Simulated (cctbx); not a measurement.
## Accept or mend?

Cell a = 8.6800 Å, b = 8.6800 Å, c = 4.4300 Å, α = 90.00°, β = 90.00°, γ = 120.00°; space group P-62m (no. 189).

The data are simulated with cctbx, not measured: Mo Kα, λ = 0.71073 Å, to d = 0.6 Å, 80 % of the full sphere, strongest reflection 20000 counts, noise from counting, a 6 % proportional error and a noise floor of 15 counts (s.d.); no absorption.

An isotropic refinement with weights 1/σ² prints:

```text
Rint 0.049, 560 unique reflections to 0.60 A
cycle     R1     wR2    GooF  max shift (A)
   1  0.4983  0.8003  28.662   0.33941
   3  0.0133  0.0316   1.130   0.00000
final R1 0.0133 wR2 0.0316 GooF 1.130  parameters 6  data/parameter 93.3
atom        x        y        z      Ueq    occ   su(xyz)  su(Uiso or U11)
Bi1    0.33333  0.66667  0.00000   0.0040  1.000  0.00000  0.0001
La1    0.00000  0.38795  0.50000   0.0060  1.000  0.00003  0.0001
La2    0.22813  0.22813  0.00000   0.0065  1.000  0.00004  0.0001
Fe1    0.00000  0.00000  0.50000   0.0068  1.000  0.00000  0.0002
difference map: max 2.11 min -2.13 rms 0.24
Q1    0.0000  0.3900  0.4107    6    2.23  0.40 A from La1
Q2    0.3333  0.6667  0.0886    4    1.50  0.39 A from Bi1
Q3    0.0000  0.0000  0.3232    2    1.24  0.78 A from Fe1
Q4    0.3333  0.6667  0.5000    2    1.14  2.21 A from Bi1
Q5    0.0876  0.6055  0.5000    6    0.95  1.65 A from La1
Q6    0.3333  0.6667  0.2344    4    0.89  1.04 A from Bi1
```

**Question.** Can this result stand? If not, what is the likely fault?

It can stand. The set-up had a fault (start far from the minimum), but the refinement still reached the right minimum: R1 = 0.0133, wR2 = 0.0316, GooF = 1.13 against R1 = 0.0133, wR2 = 0.0316, GooF = 1.13 for the right model.

The compound is La6FeBi2. The right model at the same level gives:

```text
Rint 0.049, 560 unique reflections to 0.60 A
cycle     R1     wR2    GooF  max shift (A)
   1  0.2185  0.4708  16.860   0.06466
   2  0.0133  0.0316   1.130   0.00000
final R1 0.0133 wR2 0.0316 GooF 1.130  parameters 6  data/parameter 93.3
atom        x        y        z      Ueq    occ   su(xyz)  su(Uiso or U11)
Bi1    0.33333  0.66667  0.00000   0.0040  1.000  0.00000  0.0001
La1    0.00000  0.38795  0.50000   0.0060  1.000  0.00003  0.0001
La2    0.22813  0.22813  0.00000   0.0065  1.000  0.00004  0.0001
Fe1    0.00000  0.00000  0.50000   0.0068  1.000  0.00000  0.0002
difference map: max 2.11 min -2.13 rms 0.24
Q1    0.0000  0.3900  0.4107    6    2.23  0.40 A from La1
Q2    0.3333  0.6667  0.0886    4    1.50  0.39 A from Bi1
Q3    0.0000  0.0000  0.3232    2    1.24  0.78 A from Fe1
Q4    0.3333  0.6667  0.5000    2    1.14  2.21 A from Bi1
Q5    0.0876  0.6055  0.5000    6    0.95  1.65 A from La1
Q6    0.3333  0.6667  0.2344    4    0.89  1.04 A from Bi1
```

The model was made for the exercise: a known structure type with other elements put in, its volume estimated, not relaxed; displacement parameters are assumed.

[Middle refinement cycles are left out of these outputs.]

[Logs are printed without paths, hosts, clocks, repeated set-up lines and the standing remarks that a program may print on its own settings, such as how far it seeks lower states.]
